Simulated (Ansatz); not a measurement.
# The perfect Ir wire along [110], 9 atoms a period, part 2 of 2

Aim: is the Ir wire along [110], 9 atoms a period a metal or a semiconductor?

Ansatz 0.2.0; DFT PBE, plane waves, PAW; relaxation of a wire's period; PAW set soft_1 (the session's first sound run).

So far: Starting point; The relaxed wire.

## 2. The relaxed wire (continued)

The steps of the relaxation:

```
step  energy less that of the first step (eV)  largest force component (eV/Å)  pressure (GPa)  volume (Å³)
   1                                   0.0000                          2.5904           -6.22       488.33
   2                                  -1.1832                          0.4996            0.41       475.00
   3                                  -1.2753                          0.1669            0.03       475.84
   4                                  -1.2813                          0.0287            0.00       474.94
  5*                                  -1.2791                          0.0288            0.01       474.94
```

Relaxation steps marked * repeat the geometry before them on a plane-wave basis chosen anew for their cell, so energy and pressure can jump there.

The run keeps the 8 symmetry operations that it works with, so distortions that break them were not tested.

| cell as run | before | after | change |
| --- | --- | --- | --- |
| c (Å) | 2.737 | 2.662 | -2.7 % |

The atoms that moved most (Å, along periodic axes as changes of fractional coordinates times the final cell, across vacuum about the mean position):

| atom | dx | dy | dz | length |
| --- | --- | --- | --- | --- |
| Ir1 | 0.277 | 0.000 | 0.000 | 0.277 |
| Ir4 | -0.277 | 0.000 | 0.000 | 0.277 |
| Ir5 | 0.064 | -0.045 | 0.000 | 0.078 |
| Ir7 | -0.064 | -0.045 | 0.000 | 0.078 |
| Ir6 | 0.064 | 0.045 | 0.000 | 0.078 |
| Ir8 | -0.064 | 0.045 | 0.000 | 0.078 |
| Ir9 | 0.000 | -0.067 | 0.000 | 0.067 |
| Ir2 | 0.000 | 0.067 | 0.000 | 0.067 |

Numbers from this step:

| Item | Value |
| --- | --- |
| energy at zero smearing | -107420.3965 eV |
| cell length along the wire | 2.662 Å |

The cell's length comes to 2.662 Å with spin left out.

## 3. Bands of the perfect wire

This step: DFT PBE, plane waves, PAW; bands of a perfect wire; PAW set soft_1 (Ansatz 0.2.0).

At the relaxed period the bands are computed along the axis; those that cross an energy going forward count the channels that a perfect wire would open there.

The input, input.yaml:

```yaml
crystal:
  lattice:
    - [14.54, 0.0, 0.0]
    - [0.0, 12.273, 0.0]
    - [0.0, 0.0, 2.661507644]
  atoms:
    - { symbol: Ir, position: [0.252858066, 0.5, 0.0] }
    - { symbol: Ir, position: [0.5, 0.28250177, 0.0] }
    - { symbol: Ir, position: [0.5, 0.5, 0.0] }
    - { symbol: Ir, position: [0.747141934, 0.5, 0.0] }
    - { symbol: Ir, position: [0.371315139, 0.384848524, 0.5] }
    - { symbol: Ir, position: [0.371315139, 0.615151476, 0.5] }
    - { symbol: Ir, position: [0.628684861, 0.384848524, 0.5] }
    - { symbol: Ir, position: [0.628684861, 0.615151476, 0.5] }
    - { symbol: Ir, position: [0.5, 0.71749823, 0.0] }
kpoints:
  mp_grid: { grid: [1, 1, 31] }
  band_path: { path: ["Γ", Z], npoints: 90 }
scf:
  occupations: { method: fermi_dirac, width: 0.05 }
hamiltonian:
  xc: pbe
  pseudopotentials: { kind: paw, azcp: { folder: soft_1 } }
output:
  dos: { e_range: [-5, 4] }
  write_potential: true
  write_density: true
  volumetric_format: npy
```

On the command line:

```sh
ansatz run input.yaml --threads 4 --pin off --max-ram 16384MiB --backend cpu --events-out ev --progress --plain --runs-dir out
```

Numbers of over 12 decimals in the logs are rounded to 6 here.

The log of the run:

```text
[...]
Crystal: 9 atoms, lattice volume = 474.944 Å³
Basis set: ecut = 420 eV, 9317 PW (Γ)
Bands: 92, of which v1, the nominal top of the filled ones, is band 77 counted from 1 (76 counted from 0)
Symmetry: 8 space group operations
[...]
k-points: 16 of 31
[...]
SCF iter   1: F=—  HF=-107422.633674 eV  |F-HF|=—  |Δ(HF+E_count)|=         —  Δρ=3.16e-2  dr2=1.04e1  ethr=3.10e-3  ⟨swp⟩=8.8  Hψ=6660  notcnv=0  defer=6
[...]
SCF iter  10: F=-107420.451381 eV  HF=-107420.451381 eV  |F-HF|=2.53e-8  |Δ(HF+E_count)|=   8.37e-7  Δρ=3.78e-6  dr2=8.42e-8  ethr=6.54e-11  ⟨swp⟩=11.6  Hψ=5915  notcnv=0
SCF 1 converged in 10 iterations: F = -107420.451381 eV  dr2 = 8.42e-8
[...]
NSCF: frozen V_eff on 91 k-points
WARN: The output density's exchange-correlation potential varies sharply where the density is thin. Do not read a vacuum level from v_tot or v_xc, or from such a field of the output density. On a cell that repeats whose density bears no net charge and no dipole along the vacuum's axis use v_es (v_loc + v_h of the components); under efield.dipole_correction with no amplitude use v_es + v_field, which holds any externa [...]
SCF converged after 10 iterations
Free energy (F): -107420.451381 eV
[...]
Internal energy: -107420.331575 eV  (E = F + TS)
E sigma→0 (E₀):  -107420.391478 eV
Entropy (-TS):   -0.119806 eV (-13.312 meV/atom)
Fermi energy:    3.156626 eV
[...]
--- Band table (eV; the first three rows and the last of 16) ---
  k-point 0: bands = [... 73 lower, 2.5076, 2.6187, 2.8388, 2.8848, 3.0150, 3.0456, 3.2457, 3.3209, ... 11 higher]
  k-point 1: bands = [... 73 lower, 2.4688, 2.6367, 2.7963, 2.9025, 3.0320, 3.1836, 3.3053, 3.4304, ... 11 higher]
  k-point 2: bands = [... 73 lower, 2.3788, 2.6424, 2.7309, 2.9429, 3.0705, 3.3627, 3.3921, 3.5246, ... 11 higher]
  k-point 15: bands = [... 73 lower, 3.5964, 3.6486, 3.7058, 3.7500, 4.1376, 4.2608, 4.2928, 4.6408, ... 11 higher]
```

It took 61 s on 4 threads of Arm Neoverse V1, shared host; peak memory 2.2 GiB.

Reading the cycles: dr2 is the Hartree energy of the density residual (eV), the measure of convergence; HF is the Harris–Foulkes estimate of the energy, which meets the free energy F at convergence.

Numbers from this step:

| Item | Value |
| --- | --- |
| energy at zero smearing | -107420.3915 eV |
| band gap | 0 eV |

Electronic bands along the path, in eV, zero at the Fermi level:

| point | band 75 | band 76 | band 77 | band 78 | band 79 | band 80 | band 81 | band 82 |
| --- | --- | --- | --- | --- | --- | --- | --- | --- |
| Γ | -0.54 | -0.32 | -0.27 | -0.14 | -0.11 | 0.09 | 0.16 | 0.55 |
| halfway | -0.62 | -0.34 | -0.24 | -0.15 | -0.12 | 0.29 | 0.33 | 0.53 |
| Z | 0.50 | 0.55 | 0.59 | 0.99 | 1.11 | 1.15 | 1.50 | 2.04 |

Between Γ and Z the bands cross the Fermi level 12 times, so a perfect wire would conduct at least 12 G₀, with spin left out.

## 4. Results

| Quantity | Value |
| --- | --- |
| cell length, PBE | 2.662 Å |
| ballistic conductance by band crossings, a lower bound, PBE | 12 G₀ |

In words: Under PBE the cell's length is 2.66 Å, and the bands cross the Fermi level 12 times between Γ and Z, which gives a perfect wire at least 12 G₀ (opposite crossings within one step of the path cancel in such a count). No spin was allowed, though thin wires with open d shells can turn magnetic. Spin-orbit coupling is left out, which matters for the bands of heavy atoms.

[Logs are printed without paths, hosts, clocks, repeated set-up lines and the standing remarks that a program may print on its own settings, such as how far it seeks lower states.]

[Hosts, paths, dates, database ids (printed as entryN), source tags and the programs' standing remarks are cut or masked in the printed files.]
